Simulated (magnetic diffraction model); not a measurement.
**ErMo₅ below its ordering temperature**

Space group P6/mmm (no. 191), a = 5.5460 Å, c = 4.4630 Å.

| site | atom | x | y | z |
| --- | --- | --- | --- | --- |
| 1a | Er | 0 | 0 | 0 |
| 2c | Mo | 2/3 | 1/3 | 0 |
| 3g | Mo | 0 | 1/2 | 1/2 |

This is a made-up structure (elements placed in a structure type, unrelaxed), so the numbers test the method and describe no known phase.

Only Er is taken to order (form factors of Er3+); orders and moment sizes are assumed, and not adapted to the symmetry. Radiation: neutrons of λ = 2.567 Å, 3° to 100°; isotropic B of 0.57 Å² (Er) and 0.76 Å² (Mo). The intensities are simulated: I ∝ L Σ (|F_N|² + |F_M⊥|²) for unpolarised neutrons, with F_M = 2.695 fm/μB × Σ f(s) S exp(2πi Q·r) exp(−B s²) at Q = H ± k (one set where k and −k are equivalent), only the part normal to Q counting and L = 1/(sin²θ cos θ). For a modulated order the moment at position r is S exp(−2πi k·r) + c.c., with S = m/2 for a sine wave of amplitude m and S = m(u + iv)/2 for moments turning in a plane, u and v being orthogonal unit vectors in it; the phase factor of the sum at Q = H + k is then exp(2πi H·r). Form factors are spin-only for 3d ions and dipole or tabulated for f ions, scattering lengths are Sears's of 1992, and absorption is left out. A label names one of the reflections at its angle. The strongest nuclear line in the range is 100, and lines under 0.2 are left out.

Above the ordering temperature:

```tsv
2θ (°)	index	I
31.00	(1 0 0)	7.7
46.23	(1 0 1)	14.2
55.14	(1 1 0)	18.1
64.61	(2 0 0)	29.9
66.04	(1 1 1)	100.0
70.22	(0 0 2)	33.3
74.73	(2 0 1)	38.5
78.72	(1 0 2)	3.1
89.99	(2 1 0)	2.6
95.17	(1 1 2)	17.4
99.51	(2 1 1)	9.9
```

Below it (cell unchanged):

```
2θ (°)      I
 11.00   62.5
 22.11   15.3
 31.00    7.7
 32.99   22.5
 38.40   19.8
 45.09    3.5
 46.23   14.2
 55.14   18.1
 55.73   11.3
 56.42    6.9
 57.28    2.1
 60.13    6.6
 64.61   29.9
 65.78    5.0
 66.04  100.0
 66.57    8.3
 69.19    4.8
 70.22   33.3
 73.89    5.4
 74.73   38.5
 78.72    3.1
 82.26    4.2
 83.57    4.6
 84.29    1.0
 89.99    2.6
 91.04    5.3
 91.76    3.7
 92.49    4.7
 94.20    5.2
 95.17   17.4
 99.51    9.9
```

**Question.** Find the propagation vector, then choose among these models:
A. a sine wave with moments along [100] (amplitudes given), 7.5 μB on Er
B. a sine wave with moments along [001] (amplitudes given), 7.5 μB on Er
C. moments turning in the plane of [010] and [001], 7.5 μB on Er
D. a sine wave with moments along [010] (amplitudes given), 7.5 μB on Er

The new lines index as (0 0 1/3) at 11.00°, (0 0 2/3) at 22.11°, (1 0 1/3) at 32.99° and (1 0 2/3) at 38.40°, that is as H ± k with k = (0 0 1/3). Satellites come in pairs about each point of the reciprocal lattice.

Magnetic intensity, observed (below minus above) and for each model:

| 2θ (°) | index | observed | A | B | C | D |
| --- | --- | --- | --- | --- | --- | --- |
| 11.00 | (0 0 1/3) | 62.5 | 62.5 | <0.2 | 62.5 | 62.5 |
| 22.11 | (0 0 2/3) | 15.3 | 15.3 | <0.2 | 15.3 | 15.3 |
| 32.99 | (1 0 1/3) | 22.5 | 22.5 | 35.8 | 58.3 | 22.5 |
| 38.40 | (1 0 2/3) | 19.8 | 19.8 | 19.5 | 39.2 | 19.8 |
| 55.73 | (1 0 4/3) | 11.3 | 11.3 | 4.4 | 15.8 | 11.3 |
| 56.42 | (1 1 1/3) | 6.9 | 6.9 | 12.7 | 19.6 | 6.9 |
| 60.13 | (1 1 2/3) | 6.6 | 6.6 | 9.9 | 16.5 | 6.6 |
| 91.04 | (2 1 1/3) | 5.3 | 5.3 | 10.2 | 15.5 | 5.3 |

Models A and D match alike on every line, so these data can't choose among them (such ties are often domains of one structure).

The structure used: k = (0 0 1/3), a sine wave with moments along [100] (amplitudes given), 7.5 μB on Er.

[Logs are printed without paths, hosts, clocks, repeated set-up lines and the standing remarks that a program may print on its own settings, such as how far it seeks lower states.]
